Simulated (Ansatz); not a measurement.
# LiNbO3 (R3c): how G0W0 depends on its starting point, part 2 of 2

Aim: G0W0 for LiNbO3 (R3c) on several starting functionals, at one mesh, band count and screening cutoff.

Ansatz 0.2.0; G0W0 on several functionals, plane waves, PAW. Known limits of the many-body steps: not at the basis limit; no spin-orbit coupling.

So far. Step 2 (G0W0 on PBE): The gap on the mesh goes from 3.61 eV to 5.18 eV, a correction of +1.56 eV. Between the two edge states, bare exchange in place of the xc potential would open the gap by 11.05 eV, and correlation takes back 9.49 eV.

In doubt: masses and optical values from hybrid runs of this build are listed as unsure (steps 3, 4), which bears on the screening that GW takes from such a start.

### Step 3. G0W0 on HSE06

One-shot GW remembers its start. Another functional's orbitals and levels show by how much.

This step: G0W0 on HSE06, plane waves, PAW.

input.yaml reads:

```yaml
crystal:
  lattice:
    - [2.5758, 1.4871388234, 4.623]
    - [-2.5758, 1.4871388234, 4.623]
    - [0.0, -2.9742776468, 4.623]
  atoms:
    - { symbol: Li, position: [0.2815, 0.2815, 0.2815] }
    - { symbol: Li, position: [0.7815, 0.7815, 0.7815] }
    - { symbol: Nb, position: [5.5e-05, 5.5e-05, 5.5e-05] }
    - { symbol: Nb, position: [0.500055, 0.500055, 0.500055] }
    - { symbol: O, position: [0.11231, 0.35836, 0.71959] }
    - { symbol: O, position: [0.71959, 0.11231, 0.35836] }
    - { symbol: O, position: [0.35836, 0.71959, 0.11231] }
    - { symbol: O, position: [0.21959, 0.85836, 0.61231] }
    - { symbol: O, position: [0.85836, 0.61231, 0.21959] }
    - { symbol: O, position: [0.61231, 0.21959, 0.85836] }
kpoints:
  mp_grid: { grid: [4, 4, 4] }
hamiltonian:
  xc: hse06
  pseudopotentials: { kind: paw, source: ansatz }
scf:
  occupations: { method: fixed }
gw:
  n_empty_bands: 631
  ecut_chi: 190.0
  qp_bands: [v3, c3]
  qp_kpoints: band_edges
  screening: { model: contour_deformation }
```

The run is started by

```console
ansatz run input.yaml --threads 4 --pin off --max-ram 138240MiB --backend cuda --events-out ev --progress --plain --runs-dir out --devices 1 --max-vram 26GiB
```

Numbers of over 12 decimals in the logs are rounded to 6 here.

The log of the run:

```text
GPUs: using 1 of 1 available (devices: 1).
[...]
davidson cushion auto → on  (no smearing: the cushion is to keep the highest requested band from converging to the state above it; pin scf.eigensolver.cushion to override)
[...]
GPU FFT provider: cuFFT
GPU libraries: cuBLAS 13.8.2, cuFFT 12.4.0, cuSOLVER 12.3.4
Crystal: 10 atoms, lattice volume = 106.252 Å³
Basis set: ecut = 930 eV, 6833 PW (Γ)
Bands: 44, of which v1, the nominal top of the filled ones, is band 34 counted from 1 (33 counted from 0)
Symmetry: 6 space group operations
[...]
k-points: 13 of 64 (time reversal used)
[...]
GPU buffer pool allocated for 262144 grid points (all kernels)
[...]
SCF iter   1: F=—  HF=-12950.467092 eV  |F-HF|=—  |Δ(HF+E_count)|=         —  Δρ=9.87e-2  dr2=1.03e1  ethr=1.00e-1  ⟨swp⟩=4.1  Hψ=1774  notcnv=0
[...]
SCF iter   6: F=-12948.394335 eV  HF=-12948.394991 eV  |F-HF|=6.56e-4  |Δ(HF+E_count)|=   5.59e-4  Δρ=7.06e-4  dr2=7.46e-4  ethr=7.64e-6  ⟨swp⟩=3.0  Hψ=1397  notcnv=0
SCF 1 stopped early in 6 iterations: F = -12948.394335 eV  dr2 = 7.46e-4
[...]
GPU FFT provider: cuFFT
GPU libraries: cuBLAS 13.8.2, cuFFT 12.4.0, cuSOLVER 12.3.4
[...]
GPU buffer pool allocated for 262144 grid points (all kernels)
[...]
Frozen-core exchange: fock
[...]
Internal energy: -12951.623861 eV  (E = F + TS)
E sigma→0 (E₀):  -12951.623861 eV
Fermi energy:    6.136889 eV
[...]
--- Band table (eV; the first three rows and the last of 13) ---
  k-point 0: bands = [... 30 lower, 5.4037, 5.5954, 6.1369, 6.1369, 11.2004, 11.2004, 11.7038, 12.9253, ... 2 higher]
  k-point 1: bands = [... 30 lower, 5.6239, 5.6964, 5.9227, 6.0500, 11.2531, 11.3782, 11.8585, 12.6482, ... 2 higher]
  k-point 2: bands = [... 30 lower, 5.8184, 5.8184, 5.8918, 5.8918, 11.5352, 11.5352, 12.4371, 12.4371, ... 2 higher]
  k-point 12: bands = [... 30 lower, 5.7906, 5.7906, 5.7906, 5.7906, 12.3714, 12.3714, 12.5779, 12.5779, ... 2 higher]
  guard bands above this table: 4 of the run's 44 bands. The solve was not asked for them (output.publish_guard_bands: true or output.eigenvalues: true publishes all)
[...]
0    32      5.5954   -25.9847     4.0431   -21.8268  0.7704     5.4804     5.4806  root
     0    33      6.1369   -25.8226     3.9460   -21.7949  0.7691     6.0551     6.0552  root
     0    34      6.1369   -25.8226     3.9460   -21.7949  0.7691     6.0551     6.0552  root
     0    35     11.2004   -13.2083    -4.8779   -18.6140  0.8072    11.7307    11.7282  root
     0    36     11.2004   -13.2083    -4.8779   -18.6140  0.8072    11.7307    11.7282  root
     0    37     11.7038   -13.4169    -4.8731   -18.8086  0.8011    12.2249    12.2224  root
     1    32      5.6964   -25.7430     3.9475   -21.6923  0.7691     5.5931     5.5933  root
     1    33      5.9227   -25.5105     3.9618   -21.4483  0.7674     5.8221     5.8223  root
[...]
12    34      5.7906   -25.6068     3.9774   -21.5284  0.7673     5.6896     5.6897  root
    12    35     12.3714   -13.3751    -5.1811   -19.0601  0.7941    12.8782    12.8754  root
    12    36     12.3714   -13.3751    -5.1811   -19.0601  0.7941    12.8782    12.8754  root
    12    37     12.5779   -14.2385    -5.1487   -19.9574  0.7891    13.1518    13.1482  root
[key lines of the parts left out:]
Free energy (F): -12951.623861 eV
```

The job ended after 4 min (1 × NVIDIA H100 80GB HBM3 (shared by 3 runs) with 4 threads of AMD EPYC 7R13 (Zen 3), shared host; peak memory 3.6 GiB).

Numbers from this step:

* bands summed: 665
* RPA ε∞ on this mesh (eigenvalues): 3.879, 4.056, 4.056
* plane waves in the screening matrix: 635
* q-points in the mesh: 64
* G0W0 gap on the mesh: 5.669 eV
* k of the valence top: 0, 0, 0
* k of the conduction bottom: 0, 0.25, -0.5
* starting gap on the mesh: 5.062 eV
* Z at the valence top: 0.7691
* Z at the conduction bottom: 0.8081
* least direct G0W0 gap on the computed points: 5.673 eV

Against the run with 4×4×4 mesh, 631 empty bands, screening to 190 eV, hard PAW files on PBE, the gap moves by +0.49 eV, while the start moved by +1.45 eV.

### Step 4. G0W0 on PBE0

This step: G0W0 on PBE0, plane waves, PAW.

input.yaml, as its differences from that of step 3:

```diff
@@ -19,3 +19,3 @@
 hamiltonian:
-  xc: hse06
+  xc: pbe0
   pseudopotentials: { kind: paw, source: ansatz }
```

The log of the run:

```text
GPUs: using 1 of 1 available (devices: 1).
[...]
GPU FFT provider: cuFFT
GPU libraries: cuBLAS 13.8.2, cuFFT 12.4.0, cuSOLVER 12.3.4
Crystal: 10 atoms, lattice volume = 106.252 Å³
Basis set: ecut = 930 eV, 6833 PW (Γ)
Bands: 44, of which v1, the nominal top of the filled ones, is band 34 counted from 1 (33 counted from 0)
Symmetry: 6 space group operations
[...]
k-points: 13 of 64 (time reversal used)
[...]
1    32      5.3008   -25.7519     3.7963   -22.1050  0.7824     5.4500     5.4503  root
     1    33      5.5255   -25.5146     3.8148   -21.8544  0.7807     5.6798     5.6801  root
[...]
12    34      5.3962   -25.6109     3.8297   -21.9311  0.7807     5.5459     5.5462  root
    12    35     12.7510   -13.3505    -5.0412   -18.6372  0.8067    12.9969    12.9964  root
    12    36     12.7510   -13.3505    -5.0412   -18.6372  0.8067    12.9969    12.9964  root
    12    37     12.9644   -14.2230    -5.0084   -19.5399  0.8020    13.2739    13.2730  root
[key lines of the parts left out:]
Free energy (F): -12951.640089 eV
Fermi energy:    5.744735 eV
```

Wall time 4.5 min (1 × NVIDIA H100 80GB HBM3 (shared by 3 runs) with 4 threads); peak memory 3.7 GiB; 7.4 min of CPU time.

Numbers from this step:

```yaml
bands_summed: 665
rpa_eps_infinity_on_this_mesh_eigenvalues: 3.652, 3.817, 3.817
plane_waves_in_the_screening_matrix: 635
g0w0_gap_on_the_mesh: 5.911 eV
k_of_the_valence_top: 0, 0, 0
k_of_the_conduction_bottom: 0, 0.25, -0.5
starting_gap_on_the_mesh: 5.821 eV
least_direct_g0w0_gap_on_the_computed_points: 5.915 eV
```

Against the run with 4×4×4 mesh, 631 empty bands, screening to 190 eV, hard PAW files on HSE06, the gap moves by +0.24 eV, while the start moved by +0.76 eV.

### Step 5. Side by side

All on the 4×4×4 mesh with 631 empty bands and screening to 190 eV. Times are wall times on 1 × NVIDIA H100 80GB HBM3 (shared by 3 runs) with 4 threads of AMD EPYC 7R13 (Zen 3), shared host, good to a factor of about two.

```
start  starting gap (eV)  shift (eV)  G0W0 gap (eV)  RPA ε∞ (harmonic mean)  Z (valence, conduction)     time
  PBE               3.61       +1.56           5.18                    5.08               0.73, 0.77     62 s
HSE06               5.06       +0.61           5.67                    4.00               0.77, 0.81    4 min
 PBE0               5.82       +0.09           5.91                    3.76               0.78, 0.82  4.5 min
```

How the two edges are built up, in eV (the quasiparticle level is the starting level plus Σx plus Σc less Vxc):

```
  run               edge  start      Σx     Σc     Vxc     Z     QP
  PBE        valence top   7.24  -25.78   4.39  -20.67  0.73   6.53
  PBE  conduction bottom  10.86  -13.70  -5.09  -19.64  0.77  11.70
HSE06        valence top   6.14  -25.82   3.95  -21.79  0.77   6.06
HSE06  conduction bottom  11.20  -13.20  -4.90  -18.62  0.81  11.72
 PBE0        valence top   5.74  -25.83   3.80  -22.20  0.78   5.92
 PBE0  conduction bottom  11.57  -13.18  -4.78  -18.21  0.82  11.83
```

For a hybrid start, Vxc holds its share of exact exchange.

### Step 6. Summary of results

* G0W0@PBE: 5.18 eV (start 3.61 eV)
* G0W0@HSE06: 5.67 eV (start 5.06 eV)
* G0W0@PBE0: 5.91 eV (start 5.82 eV)
* known limits: not at the basis limit; no spin-orbit coupling

**Reading.** The starting gaps span 2.21 eV and the G0W0 gaps 0.74 eV. Between PBE and PBE0, 0.74 eV of the 2.21 eV survives, 33 %. PBE0 screens less than PBE (ε∞ 3.76 against 5.08). Of the 0.74 eV by which its G0W0 gap is higher, the correlation part gives +0.91 eV, and exchange with the one-particle terms, which follow the orbitals, −0.17 eV. The smallest correction, +0.09 eV, is on PBE0, the start nearest to reproducing itself. Bands and cutoff are finite, so the gap is not at the basis limit. The miss can reach some tenths of an eV and take either sign; the mesh is an error of its own. The many-body steps are scalar-relativistic: spin-orbit coupling is not in them.

[Paths, hosts, dates, memory and timing lines, banners, echoed tables and standing remarks are left out of the program output.]

[Logs are printed without paths, hosts, clocks, repeated set-up lines and the standing remarks that a program may print on its own settings, such as how far it seeks lower states.]

[Runs of the session that timed out or met a known fault of the program may be left out.]

[Cells called generated may have been cut or substituted from an entry of the Crystallography Open Database or the Materials Project.]

[Hosts, paths, dates, database ids (printed as entryN), source tags and the programs' standing remarks are cut or masked in the printed files.]
